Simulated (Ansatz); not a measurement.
# Au on Al(110), quarter in the top layer, both faces: core shifts and d bands, part 3 of 3

How do strain and neighbours shift the levels in Au on Al(110), quarter in the top layer, both faces? Spin–orbit coupling is left out of the bands throughout.

Ansatz 0.2.0; DFT, PBEsol, plane-wave PAW, default files, scalar-relativistic.

So far, work function, upper face (eV): step 2 (the clean face) 3.93; step 3 (relaxing the atoms) 4.06.

## 4. Layer-resolved bands, DOS and potential (continued)

Shapes are the site's partial DOS without matrix elements, which overweights lines from ligand s bands. Emission peaks, by row:

```tsv
line	energy (eV)	height (%)
Au L-beta5	-5.25	100
Al K-beta	-1.95	100
Al K-beta, E along x	-2.8	84.54
Al K-beta, E along x	-1.95	90.06
Al K-beta, E along x	-1.15	87.81
Al K-beta, E along y	-2.1	97.91
Al K-beta, E along y	-1.25	89.72
Al K-beta, E along z	-1.85	114.7
Al L2,3	-5.95	70.47
Al L2,3	-3.85	71.73
Al L2,3	-2.9	73.67
Al L2,3	-2	76.11
Al L2,3	-0.85	79.16
Al L2,3	-0.15	100
```

Recipe: projected DOS times atomic cross section and asymmetry factor (unpolarised light, 45° from the beam), occupied states only, Fermi edge at 300 K, a Lorentzian width of 0.2 eV growing by 0.08 eV per eV of binding energy, and a resolution of 0.2 eV. Each atom is damped by exp[−depth/(λ cos θ)], θ = 60° from the normal, λ from the universal curve. Curves are cut 10 eV under the photon energy, above any shell that the free atom's threshold puts out of reach, or at the lower edge of the window: 11.2 eV at 21.2 eV, 12.7 eV at 40.8 eV, 12.7 eV at 100 eV, 12.7 eV at 1486.7 eV and 12.7 eV at 5414.7 eV. A star in tables and legends marks shells that hold the states left over by the projection (1.4 % of the filled ones), a stand-in for orbitals that the files don't project on. Matrix elements of the solid and inelastic losses aren't modelled, nor non-dipole terms, which matter above 3 keV.

Share of each shell in the spectrum's area (%), by photon energy:

```tsv
shell	21.2 eV	40.8 eV	100 eV	1486.7 eV	5414.7 eV
Al 3s	3.4	2.5	14.0	11.5	9.1
Al 3p	4.3	3.9	22.7	3.2	0.8
Au 6s	0.2	0.0	0.3	0.8	1.9
Au 5d	91.8	93.5	62.8	84.3	87.9
```

Cross sections used, in Mb an electron:

```tsv
shell	21.2 eV	40.8 eV	100 eV	1486.7 eV	5414.7 eV
Al 3s	0.15	0.15	0.053	3.5e-4	1.3e-5
Al 3p	0.070	0.10	0.040	4.0e-5	4.4e-7
Au 6s	0.081	0.013	0.0087	2.8e-4	3.0e-5
Au 5d	3.0	3.4	0.18	0.0024	1.2e-4
```

Regions along c: top from 12.0 to 18.1 Å, middle from 9.1 to 12.0 Å.

The largest force component on a free atom is 0.043 eV/Å, a little over the usual target of 0.03 eV/Å. At the Fermi level the DOS is 11.76 states/eV a cell, and on the broadened curves Al 3p holds 58 % of the total there.

## 5. Core levels by total-energy differences

XPS shifts tell sites apart. Each chosen atom gets a core hole in a self-consistent pass of its own.

input.yaml

```yaml
crystal:
  lattice:
    - [8.08, 0.0, 0.0]
    - [0.0, 5.713422792, 0.0]
    - [0.0, 0.0, 21.14177849]
  atoms:
    - { symbol: Au_h, position: [-0.0004267481, 0.0010854858, 0.6541003606] }
    - { symbol: Al, position: [0.4998054947, -0.0001380696, 0.662863869] }
    - { symbol: Al_h, position: [-0.0001209955, 0.5004431747, 0.665110858] }
    - { symbol: Al_h, position: [0.4993478732, 0.5002834123, 0.6637558142] }
    - { symbol: Al, position: [0.2477138692, 0.2528146821, 0.6055035068] }
    - { symbol: Al, position: [0.75191373, 0.2532251538, 0.6056748019] }
    - { symbol: Al, position: [0.2472719873, 0.7475698838, 0.6053231493] }
    - { symbol: Al_h, position: [0.7523444671, 0.7476949442, 0.6054022222] }
    - { symbol: Al_h, position: [0.0, 0.0, 0.533780405] }
    - { symbol: Al, position: [0.5, 0.0, 0.533780405] }
    - { symbol: Al, position: [0.0, 0.5, 0.533780405] }
    - { symbol: Al, position: [0.5, 0.5, 0.533780405] }
    - { symbol: Al_h, position: [0.25, 0.25, 0.466219595] }
    - { symbol: Al, position: [0.75, 0.25, 0.466219595] }
    - { symbol: Al, position: [0.25, 0.75, 0.466219595] }
    - { symbol: Al, position: [0.75, 0.75, 0.466219595] }
    - { symbol: Al, position: [0.0022861308, -0.0028146821, 0.3944964932] }
    - { symbol: Al, position: [0.49808627, -0.0032251538, 0.3943251981] }
    - { symbol: Al, position: [0.0027280127, 0.5024301162, 0.3946768507] }
    - { symbol: Al, position: [0.4976555329, 0.5023050558, 0.3945977778] }
    - { symbol: Au, position: [0.2504267481, 0.2489145142, 0.3458996394] }
    - { symbol: Al, position: [0.7501945053, 0.2501380696, 0.337136131] }
    - { symbol: Al, position: [0.2501209955, 0.7495568253, 0.334889142] }
    - { symbol: Al, position: [0.7506521268, 0.7497165877, 0.3362441858] }
kpoints:
  mp_grid: { grid: [6, 8, 1] }
scf:
  occupations: { method: fermi_dirac, width: 0.05 }
  n_extra_bands: 18
hamiltonian:
  xc: pbesol
  pseudopotentials: { kind: paw }
output:
  forces: true
  write_potential: true
  volumetric_format: []
  core_levels:
    shells: { Al_h: "2p", Au_h: "4f" }
    counted_from: fermi_level
    add_spin: always
```

The run is started by

```sh
ansatz run input.yaml --threads 4 --pin off --max-ram 12288MiB --backend cpu --events-out ev --progress --plain --runs-dir out
```

Wall time 14 min (4 threads of Arm Neoverse V2, shared host); peak memory 3.7 GiB; 57 min of CPU time.

Numbers from this step:

- symmetry operations: 1
- work function, upper face: 4.079 eV
- work function, lower face: 4.079 eV

Each level is the free energy with the hole less that without it. The electron goes to the Fermi level, so the difference is a binding energy from E_F. The hole's nearest image is 5.7 Å away.

```tsv
atom	region	shell	level (eV)	shift (eV)	potential at nucleus, shift (V)	j lines (eV)	doubts
Au1	layer 1	4f	85.89	-	+0.00	87.97 / 84.32	-
Al3	layer 1	2p	72.87	+0.04	+0.16	73.15 / 72.74	-
Al4	layer 1	2p	72.70	-0.13	-0.04	72.98 / 72.56	-
Al8	layer 2	2p	72.89	+0.05	+0.12	73.16 / 72.75	-
Al9	layer 3	2p	72.84	-0.00	+0.00	73.11 / 72.70	-
Al13	middle	2p	72.84	+0.00	+0.00	73.11 / 72.70	-
```

Levels of p, d and f shells are means over their two j lines, weighted by degeneracy; the splitting comes from the atom's own solve. Shifts count from the last listed atom of each element. A higher potential at the nucleus binds core electrons more tightly, so that column is a rough initial-state shift.

The Al 2p lines of the listed atoms alone (other atoms of the cell aren't counted), as Gaussians 0.8 eV wide, no depth weighting. The intensity by Al 2p level; read off at these points:

```tsv
Al 2p level (eV)	intensity (%)
71.2	0.00789
71.3	0.0260
71.4	0.0788
71.5	0.219
71.6	0.565
71.7	1.34
71.8	2.92
71.9	5.88
72.0	10.9
72.1	18.8
72.2	29.8
72.3	43.7
72.4	59.4
72.5	75.0
72.6	88.3
72.7	97.0
72.8	100.0
72.9	97.0
73.0	88.9
73.1	77.1
73.2	63.4
73.3	49.4
73.4	36.3
73.5	25.1
73.6	16.3
73.7	9.84
73.8	5.54
73.9	2.89
74.0	1.39
74.1	0.619
74.2	0.254
74.3	0.0957
74.4	0.0333
74.5	0.0106
74.6	0.00311
```

## 6. Summary of results

```yaml
work_function: 4.08 eV
change_from_the_clean_face: +0.15 eV
au_5d_centre_of_the_filled_part_above_minus_10_ev_from_the_plotted_curve_layer_1: -5.12 eV
al_core_shifts_among_the_listed_atoms_from_the_last_listed_one: -0.13 to +0.05 eV
```

What this shows: The Fermi level of Au on Al(110), quarter in the top layer, both faces lies 4.08 eV below the vacuum, a change of +0.15 eV from the clean face. Only the strongest levels a point were stored, too few to count surface states. Core shifts: Al -0.13 to +0.05 eV. Among the sites run, the most bound Al 2p level is that of Al8 (layer 2), bonded to 10 Al and 1 Au; the least bound, 0.18 eV shallower, that of Al4 (layer 1), bonded to 7 Al. At 21.2 eV the valence spectrum has its highest listed peak within 10.8 eV at 5.4 eV (Au 5d). At 1486.7 eV the valence spectrum has its highest listed peak within 12.2 eV at 5.4 eV (Au 5d). The shell named is the one with most of the intensity, cross sections included, not always the one with most states there. Semilocal functionals put filled localised shells such as Au 5d too near the top of the filled states. Spin–orbit coupling is left out, which matters for the heavy atoms here. The slab's own atoms span 7.0 Å, so bulk bands appear as a few quantum-well levels, and states of the two faces can mix.

[Logs are printed without paths, hosts, clocks, repeated set-up lines and the standing remarks that a program may print on its own settings, such as how far it seeks lower states.]

[Hosts, paths, dates, database ids (printed as entryN), source tags and the programs' standing remarks are cut or masked in the printed files.]

[Maps of the electrostatic potential energy from Ansatz leave out the sawtooth potential of an applied field or a dipole correction, so their vacuum need not be flat; work functions include it.]
